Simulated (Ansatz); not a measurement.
# Lattice dynamics of NbRu (Pm-3m)

Wanted: phonon frequencies of NbRu (Pm-3m) and what follows from them.

Calculated with Ansatz 0.2.0; DFT PBEsol, scalar-relativistic, plane waves, PAW; PAW set soft_1.

This is a report of a sequence of runs, with most program output left out.

## 1. Starting point

Symmetry: Pm-3m, No. 221, cubic system. Conventional cell: a = 3.184 Å, b = 3.184 Å, c = 3.184 Å, α = 90.00°, β = 90.00°, γ = 90.00°. Nearest to Nb lie 8 Ru at 2.76 Å. Nearest to Ru lie 8 Nb at 2.76 Å. Farther neighbours are not listed.

## 2. Coarse relaxation

A rough relaxation comes first, because large forces or stress need no tight tolerances yet.

File input.yaml:

```yaml
crystal:
  lattice:
    - [3.184, 0.0, 0.0]
    - [0.0, 3.184, 0.0]
    - [0.0, 0.0, 3.184]
  atoms:
    - { symbol: Nb, position: [0.0, 0.0, 0.0] }
    - { symbol: Ru, position: [0.5, 0.5, 0.5] }
kpoints:
  mp_grid: { grid: [6, 6, 6] }
hamiltonian:
  xc: pbesol
  pseudopotentials: { kind: paw, azcp: { folder: soft_1 }, xc_functional: pbe }
scf:
  occupations: { method: gaussian, width: 0.1 }
output:
  forces: true
  stress: true
  eigenvalues: true
relax:
  adjacent_minimum: "off"
  f_tol: 0.05
  max_steps: 80
  cell: { stress_tol: 0.5 }
```

Launch:

```
$ ansatz run input.yaml --threads 4 --pin off --max-ram 10240MiB --backend cpu --events-out ev --progress --plain --runs-dir out
```

Elapsed: 1.4 s, on 4 threads of AMD EPYC 9R14 (Zen 4), shared host; peak memory 0.38 GiB; 3.9 s of CPU time.

The steps of the relaxation:

| step | energy less that of the first step (eV) | largest force component (eV/Å) | pressure (GPa) | volume (Å³) |
| --- | --- | --- | --- | --- |
| 1 | 0.0000 | 0.0000 | -9.34 | 32.28 |
| 2 | 0.1707 | 0.0000 | 27.55 | 28.39 |
| 3 | -0.0376 | 0.0000 | -1.37 | 31.20 |
| 4 | -0.0384 | 0.0000 | -0.02 | 31.03 |
| 5* | -0.0377 | 0.0000 | -0.03 | 31.03 |

Relaxation steps marked * repeat the geometry before them on a plane-wave basis chosen anew for their cell, so energy and pressure can jump there. Relaxation step 2 was tried and not accepted.

The run keeps the 48 symmetry operations that it works with, so distortions that break them were not tested.

| conventional cell, symmetrised | before | after | change |
| --- | --- | --- | --- |
| a (Å) | 3.184 | 3.142 | -1.3 % |
| b (Å) | 3.184 | 3.142 | -1.3 % |
| c (Å) | 3.184 | 3.142 | -1.3 % |
| volume (Å³/atom) | 16.14 | 15.52 | -3.9 % |

The relaxed structure:

```xyz
2
Lattice="3.1425 0.0000 0.0000 0.0000 3.1425 0.0000 0.0000 0.0000 3.1425" Properties=species:S:1:pos:R:3 pbc="T T T"
Nb    0.0000    0.0000    0.0000
Ru    1.5712    1.5712    1.5712
```

This step gave:

| Item | Value |
| --- | --- |
| pressure | -0.03294 GPa |
| volume per atom | 15.52 Å³ |
| gap on the k-mesh | 0 eV |

In this step the volume went from 16.14 to 15.52 Å³/atom.

## 3. Relaxation

Harmonic phonons are second derivatives at a point where the forces vanish, and they are wanted at zero stress, so atoms and cell are relaxed first.

input.yaml, the sections that differ from step 2:

```yaml
crystal:
  lattice:
    - [3.1424507466, 0.0, 0.0]
    - [0.0, 3.1424507466, 0.0]
    - [0.0, 0.0, 3.1424507466]
  atoms:
    - { symbol: Nb, position: [0.0, 0.0, 0.0] }
    - { symbol: Ru, position: [0.5, 0.5, 0.5] }
kpoints:
  mp_grid: { grid: [14, 14, 14] }
relax:
  adjacent_minimum: "off"
  f_tol: 0.005
  max_steps: 80
  cell: { stress_tol: 0.05 }
# hamiltonian, scf, output: as in step 2
```

Wall time 2.9 s (4 threads); peak memory 0.46 GiB.

The steps of the relaxation:

| step | energy less that of the first step (eV) | largest force component (eV/Å) | pressure (GPa) | volume (Å³) |
| --- | --- | --- | --- | --- |
| 1 | 0.0000 | 0.0000 | -0.77 | 31.03 |
| 2 | 0.0004 | 0.0000 | 1.46 | 30.76 |
| 3 | -0.0003 | 0.0000 | -0.01 | 30.94 |
| 4* | -0.0002 | 0.0000 | -0.01 | 30.94 |

Relaxation steps marked * repeat the geometry before them on a plane-wave basis chosen anew for their cell, so energy and pressure can jump there. Relaxation step 2 was tried and not accepted.

Forces are held to the 48 operations that the run works with; a distortion that breaks them can't arise in this run.

| conventional cell, symmetrised | before | after | change |
| --- | --- | --- | --- |
| a (Å) | 3.142 | 3.139 | -0.1 % |
| b (Å) | 3.142 | 3.139 | -0.1 % |
| c (Å) | 3.142 | 3.139 | -0.1 % |
| volume (Å³/atom) | 15.52 | 15.47 | -0.3 % |

Final coordinates:

```
Nb Ru
1.0
     3.13930    0.00000    0.00000
     0.00000    3.13930    0.00000
     0.00000    0.00000    3.13930
Nb Ru
1 1
Direct
  0.00000 0.00000 0.00000
  0.50000 0.50000 0.50000
```

Numbers from this step:

```yaml
pressure: -0.008212 GPa
volume_per_atom: 15.47 Å³
```

In this step the volume went from 15.52 to 15.47 Å³/atom.

## 4. Relaxing to small forces for the phonons

Phonons need a cell at rest on their own settings, so the relaxation is repeated with tight tolerances on forces and stress, using the mesh and the filling of the phonon run that follows.

input.yaml, the sections that differ from step 3:

```yaml
crystal:
  lattice:
    - [3.1392951463, 0.0, 0.0]
    - [0.0, 3.1392951463, 0.0]
    - [0.0, 0.0, 3.1392951463]
  atoms:
    - { symbol: Nb, position: [0.0, 0.0, 0.0] }
    - { symbol: Ru, position: [0.5, 0.5, 0.5] }
kpoints:
  mp_grid: { grid: [16, 16, 16] }
scf:
  occupations: { method: methfessel_paxton, width: 0.2 }
relax:
  adjacent_minimum: "off"
  f_tol: 0.001
  max_steps: 60
  cell: { stress_tol: 0.01 }
# hamiltonian, output: as in step 3
```

Run time: 3.4 s. Hardware: 4 threads; peak memory 0.48 GiB.

Little changed from the start: no atom moved by 0.005 Å and no cell edge by 0.1 %.

Numbers from this step:

```yaml
pressure: -6.49e-5 GPa
```

The forces vanish by symmetry and the pressure is 0.000 GPa, within the tolerances set. The cell now holds 15.47 Å³/atom.

## 5. Modes at Γ

The zone centre comes first: it holds the modes that light can see, as far as symmetry allows. No field response is asked, since the mesh shows no gap.

input.yaml, the sections that differ from step 4:

```yaml
crystal:
  lattice:
    - [3.1391803495, 0.0, 0.0]
    - [0.0, 3.1391803495, 0.0]
    - [0.0, 0.0, 3.1391803495]
  atoms:
    - { symbol: Nb, position: [0.0, 0.0, 0.0] }
    - { symbol: Ru, position: [0.5, 0.5, 0.5] }
output:
  eigenvalues: true
phonons:
  method: dfpt
# kpoints, hamiltonian, scf: as in step 4
# relax: removed
```

It took 12 s on 4 threads; peak memory 1 GiB; 41 s of CPU time.

Numbers from this step:

| Property | Result |
| --- | --- |
| sum-rule residual before enforcement | 9.54e-5 eV/Å² |
| point group | m-3m |
| highest optical mode at the zone centre (no LO-TO term) | 128.8 cm⁻¹ |
| lowest optical zone-centre mode | 128.8 cm⁻¹ |

Patterns of degenerate modes are one choice out of their space. Modes at Γ, with each element's share of the kinetic energy:

| mode | frequency (cm⁻¹) | symmetry | Nb % | Ru % |
| --- | --- | --- | --- | --- |
| 1 | 0.0 | acoustic | 48 | 52 |
| 2 | 0.0 | acoustic | 48 | 52 |
| 3 | 0.0 | acoustic | 48 | 52 |
| 4 | 128.8 | T1u | 52 | 48 |
| 5 | 128.8 | T1u | 52 | 48 |
| 6 | 128.8 | T1u | 52 | 48 |

Displacements in mode 4 (128.8 cm⁻¹), the largest set to 1:
```
Nb1  1.00  0.00  0.00
Ru2 -0.92  0.00  0.00
```

Before it was imposed, the acoustic sum rule was missed by 9.5e-5 eV/Å². Small misses are needed for a sound result but don't prove that mesh and cutoff are converged. The lowest optical mode is real, 129 cm⁻¹.

## 6. The dispersion

Stability and thermal properties need the whole zone. Linear response on a 4×4×4 q mesh gives force constants as far as a supercell of that size would.

Changes to input.yaml since step 5:

```diff
@@ -19 +19,8 @@
   method: dfpt
+  qmesh: [4, 4, 4]
+  temperatures: { t_max: 1000, t_step: 50 }
+  qpath:
+    path:
+      - [[0.0, 0.0, 0.0], [0.0, 0.5, 0.0], [0.5, 0.5, 0.0], [0.0, 0.0, 0.0], [0.5, 0.5, 0.5], [0.0, 0.5, 0.0]]
+      - [[0.5, 0.5, 0.5], [0.5, 0.5, 0.0]]
+    npoints: 10
```

Elapsed: 6.1 min, on 4 threads; peak memory 3.3 GiB; 23 min of CPU time.

Numbers from this step:

* sum-rule residual before enforcement: 9.68e-5 eV/Å²
* lowest frequency on the path: -164.5 cm⁻¹
* highest frequency on the path or at a solved wavevector: 217.4 cm⁻¹
* lowest mode on the q mesh (acoustic modes at Γ apart): -164.5 cm⁻¹

Frequencies (cm⁻¹) solved at each irreducible wavevector; negative means imaginary. Frequencies by wavevector, by row:

| q in reciprocal lattice units | star | mode 1 | mode 2 | mode 3 | mode 4 | mode 5 | mode 6 |
| --- | --- | --- | --- | --- | --- | --- | --- |
| 0 0 0 | 1 | 0 | 0 | 0 | 128.8 | 128.8 | 128.8 |
| 0 0 0.25 | 6 | 56 | 56 | 73.2 | 136.4 | 136.4 | 144.9 |
| 0 0 -0.5 | 3 | -56.5 | -56.5 | 95.1 | 132.2 | 132.2 | 160.6 |
| 0 0.25 0.25 | 12 | -120.5 | -77.4 | 57.8 | 117.6 | 168.1 | 187.1 |
| 0 0.25 -0.5 | 12 | -136.9 | -109.2 | -36.1 | 132.4 | 200.2 | 211.5 |
| 0 -0.5 -0.5 | 3 | -128.2 | -128.2 | -59.6 | 125.2 | 216.1 | 216.1 |
| 0.25 0.25 0.25 | 8 | -164.5 | -76 | -76 | 174.1 | 174.1 | 177.8 |
| 0.25 0.25 -0.5 | 12 | -120.5 | -88.6 | 14.8 | 159.6 | 181 | 196.8 |
| 0.25 -0.5 -0.5 | 6 | -59.5 | -59.5 | 20.3 | 148.8 | 194.4 | 194.4 |
| -0.5 -0.5 -0.5 | 1 | 103.5 | 103.5 | 103.5 | 152.8 | 152.8 | 152.8 |

Interpolated from a 4×4×4 q mesh. The phonon branches at the labelled points (cm⁻¹):

| point | branch 1 | branch 2 | branch 3 | branch 4 | branch 5 | branch 6 |
| --- | --- | --- | --- | --- | --- | --- |
| Γ | 0 | 0 | 0 | 129 | 129 | 129 |
| halfway | 56 | 56 | 73 | 136 | 136 | 145 |
| X | -56 | -56 | 95 | 132 | 132 | 161 |
| halfway | -137 | -109 | -36 | 132 | 200 | 212 |
| M | -128 | -128 | -60 | 125 | 216 | 216 |
| halfway | -121 | -77 | 58 | 118 | 168 | 187 |
| Γ | 0 | 0 | 0 | 129 | 129 | 129 |
| halfway | -164 | -76 | -76 | 174 | 174 | 178 |
| R | 104 | 104 | 104 | 153 | 153 | 153 |
| halfway | -121 | -89 | 15 | 160 | 181 | 197 |
| X | -56 | -56 | 95 | 132 | 132 | 161 |
| jump to R | 104 | 104 | 104 | 153 | 153 | 153 |
| halfway | -60 | -60 | 20 | 149 | 194 | 194 |
| M | -128 | -128 | -60 | 125 | 216 | 216 |

Tetrahedra on a 20×20×20 mesh, mean over bins of 5 cm-1. Interpolated from a 4×4×4 q mesh. Phonon density of states against wavenumber; read off at these points:

| wavenumber (cm⁻¹) | phonon density of states (1/cm⁻¹/cell) |
| --- | --- |
| -162 | 0.00107 |
| -152 | 0.00565 |
| -142 | 0.0174 |
| -138 | 0.0240 |
| -132 | 0.0218 |
| -122 | 0.0156 |
| -112 | 0.0153 |
| -102 | 0.0177 |
| -98 | 0.0203 |
| -92 | 0.0197 |
| -82 | 0.0197 |
| -72 | 0.0135 |
| -58 | 0.0130 |
| -48 | 0.0232 |
| -42 | 0.0281 |
| -38 | 0.0256 |
| -28 | 0.0115 |
| -18 | 0.00701 |
| -8 | 0.00619 |
| 2 | 0.00583 |
| 12 | 0.00616 |
| 22 | 0.00702 |
| 32 | 0.00761 |
| 42 | 0.00916 |
| 52 | 0.0103 |
| 62 | 0.0064 |
| 72 | 0.0031 |
| 82 | 0.00231 |
| 92 | 0.00157 |
| 102 | 2.1e-4 |
| 112 | 0.00246 |
| 128 | 0.0256 |
| 132 | 0.0452 |
| 138 | 0.0382 |
| 148 | 0.0258 |
| 158 | 0.0266 |
| 168 | 0.0239 |
| 178 | 0.0385 |
| 182 | 0.0443 |
| 188 | 0.0420 |
| 198 | 0.0396 |
| 208 | 0.0263 |
| 218 | 0.00487 |

The partial phonon density of states has structure finer than the step of the table below, so its rows give means over 10 cm⁻¹, whole bins alone (the curve runs from -173 to 234 cm⁻¹). Peaks (cm⁻¹: height): Nb -81.1: 0.00638, 133.8: 0.0370, 182.4: 0.0317; Ru -137.4: 0.0181, -93.9: 0.0149, -81.1: 0.0158, -40.2: 0.0255, 46.8: 0.0118, 182.4: 0.0121.

Phonopy on the run's constants, 19x19x19 mesh, Gaussian sigma 2.9 cm-1. Interpolated from a 4×4×4 q mesh. The partial phonon density of states by wavenumber; means over each step; values in 1/cm⁻¹/cell:

| wavenumber (cm⁻¹) | Nb | Ru |
| --- | --- | --- |
| -160 | 7.6e-4 | 0.00217 |
| -150 | 0.00207 | 0.00614 |
| -140 | 0.00437 | 0.0153 |
| -130 | 0.00380 | 0.0155 |
| -120 | 0.00328 | 0.0127 |
| -110 | 0.00371 | 0.0120 |
| -100 | 0.00545 | 0.0138 |
| -90 | 0.00523 | 0.0131 |
| -80 | 0.00556 | 0.0141 |
| -70 | 0.00333 | 0.00929 |
| -60 | 0.00254 | 0.00955 |
| -50 | 0.00323 | 0.0214 |
| -40 | 0.00203 | 0.0235 |
| -30 | 0.00124 | 0.0118 |
| -20 | 0.00122 | 0.00815 |
| -10 | 9.6e-4 | 0.00412 |
| 0 | 1.1e-4 | 6.4e-4 |
| 10 | 5.1e-4 | 0.00223 |
| 20 | 0.00137 | 0.00570 |
| 30 | 0.00137 | 0.00539 |
| 40 | 0.00216 | 0.00870 |
| 50 | 0.00234 | 0.00934 |
| 60 | 0.00124 | 0.00598 |
| 70 | 5.9e-4 | 0.00573 |
| 80 | 1.3e-4 | 0.00190 |
| 90 | 9.6e-5 | 0.00193 |
| 100 | 2.1e-4 | 8.5e-4 |
| 110 | 0.00170 | 2.2e-4 |
| 120 | 0.00739 | 7.6e-4 |
| 130 | 0.0295 | 0.00308 |
| 140 | 0.0286 | 0.00473 |
| 150 | 0.0218 | 0.00426 |
| 160 | 0.0211 | 0.00497 |
| 170 | 0.0209 | 0.00680 |
| 180 | 0.0289 | 0.0108 |
| 190 | 0.0307 | 0.00997 |
| 200 | 0.0282 | 0.00762 |
| 210 | 0.0186 | 0.00466 |
| 220 | 0.00370 | 8.7e-4 |

Second derivatives of the energy by pair, one row for each kind of neighbour of each atom listed. Each entry sums the pair over the periodic images of the supercell that the q mesh stands for, and in a polar crystal it holds the long-range dipole part too. Force constants by pair, by row:

| atom | neighbour | distance (Å) | third of the trace (eV/Å²) | along the pair's line (eV/Å²) |
| --- | --- | --- | --- | --- |
| Nb1 | itself | 0 | 7.438 | – |
| Nb1 | Ru | 2.719 | -0.2324 | -2.95 |
| Nb1 | Nb | 3.139 | -0.4886 | -1.438 |
| Nb1 | Nb | 4.439 | -0.1588 | 0.1154 |
| Nb1 | Ru | 5.206 | -0.054 | -0.3016 |
| Nb1 | Nb | 5.437 | 0.048 | -0.1277 |
| Nb1 | Nb | 6.278 | 0.1978 | 0.5215 |
| Nb1 | Ru | 6.842 | -0.0158 | -0.0425 |
| Nb1 | Nb | 7.019 | 0.0147 | 0.0239 |
| Ru2 | itself | 0 | 0.4556 | – |
| Ru2 | Nb | 2.719 | -0.2324 | -2.95 |
| Ru2 | Ru | 3.139 | 0.1326 | -0.3523 |
| Ru2 | Ru | 4.439 | 0.2818 | 0.624 |
| Ru2 | Nb | 5.206 | -0.054 | -0.3016 |
| Ru2 | Ru | 5.437 | -0.1 | -0.0525 |
| Ru2 | Ru | 6.278 | 0.1639 | 1.173 |
| Ru2 | Nb | 6.842 | -0.0158 | -0.0425 |
| Ru2 | Ru | 7.019 | -0.0201 | -0.0019 |

Symmetry leaves 10 wavevectors to solve. The lowest mode among them, the acoustic zeros apart, lies at q = (0.25, 0.25, 0.25) and is imaginary, 164.5i cm⁻¹, so the energy falls along it.

## 7. Another isotope

An isotope changes the mass and not the force constants, so no new electronic calculation is needed; the shifts show which modes move this element.

The same force constants with the mass of Ru changed from 101.070 to 103.905 u (phonopy, no LO-TO term). Both lists are sorted by frequency; levels can cross, so a row need not hold one and the same mode. Modes under 3 cm⁻¹ are left out. Isotope shifts, by row:

| q | rank | natural mass (cm⁻¹) | changed mass (cm⁻¹) |
| --- | --- | --- | --- |
| 0 0 0 | 4 | 128.8 | 128 |
| 0 0 0 | 5 | 128.8 | 128 |
| 0 0 0 | 6 | 128.8 | 128 |
| 0 0 0.25 | 1 | 56.02 | 55.47 |
| 0 0 0.25 | 2 | 56.02 | 55.47 |
| 0 0 0.25 | 3 | 73.15 | 72.16 |
| 0 0 0.25 | 4 | 136.4 | 135.9 |
| 0 0 0.25 | 5 | 136.4 | 135.9 |
| 0 0 0.25 | 6 | 144.9 | 144.9 |
| 0 0 -0.5 | 1 | -56.48 | -55.71 |
| 0 0 -0.5 | 2 | -56.48 | -55.71 |
| 0 0 -0.5 | 3 | 95.1 | 93.8 |
| 0 0 -0.5 | 4 | 132.2 | 132.2 |
| 0 0 -0.5 | 5 | 132.2 | 132.2 |
| 0 0 -0.5 | 6 | 160.6 | 160.6 |
| 0 0.25 0.25 | 1 | -120.5 | -119.3 |
| 0 0.25 0.25 | 2 | -77.4 | -76.68 |
| 0 0.25 0.25 | 3 | 57.8 | 57.06 |
| 0 0.25 0.25 | 4 | 117.6 | 117.5 |
| 0 0.25 0.25 | 5 | 168.1 | 167.5 |
| 0 0.25 0.25 | 6 | 187.1 | 186.2 |

A mode of this element alone would shift by -1.37 %. The highest zone-centre frequency without the field goes from 128.8 to 128.0 cm⁻¹ (-0.7 %). The product of the frequency ratios over all optical modes at Γ is 0.980; the product rule, (m/m′)^(3k/2) (M′/M)^(3/2) with k = 1 such atoms and M the mass of the cell, gives 0.980.

## 8. Summary of results

```yaml
space_group_after_relaxation_within_0p01_a: Pm-3m
volume_per_atom: 15.5 Å³
electronic_character: no gap on this mesh
highest_optical_mode_at_the_zone_centre_no_lo_to_term: 129 cm⁻¹
lowest_optical_zone_centre_mode: 129 cm⁻¹
lowest_mode_on_the_q_mesh_acoustic_modes_at_gamma_apart: -165 cm⁻¹
highest_frequency_on_the_path_or_at_a_solved_wavevector: 217 cm⁻¹
imaginary_modes_on_the_4x4x4_q_mesh: yes
```

In words: Modes are clearly imaginary (beyond 10i cm⁻¹) at 7 of the 10 irreducible wavevectors, most at q = (0.25, 0.25, 0.25) (164.5i cm⁻¹), so this structure is not a minimum of the energy. The optical modes at Γ form one degenerate level at 129 cm⁻¹. With no gap, or one that is small against the smearing, the frequencies hang on the k mesh and the smearing, most of all near Kohn anomalies. The phonon runs are without spin polarisation, although the cell has an odd electron count. The PAW files were made for PBE and serve the other functionals too. A phonon run warned that its eigensolver left some bands unconverged in a pass. These are harmonic frequencies at zero temperature: anharmonic shifts, linewidths and thermal expansion are left out.

[Logs are printed without paths, hosts, clocks, repeated set-up lines and the standing remarks that a program may print on its own settings, such as how far it seeks lower states.]

[Hosts, paths, dates, database ids (printed as entryN), source tags and the programs' standing remarks are cut or masked in the printed files.]
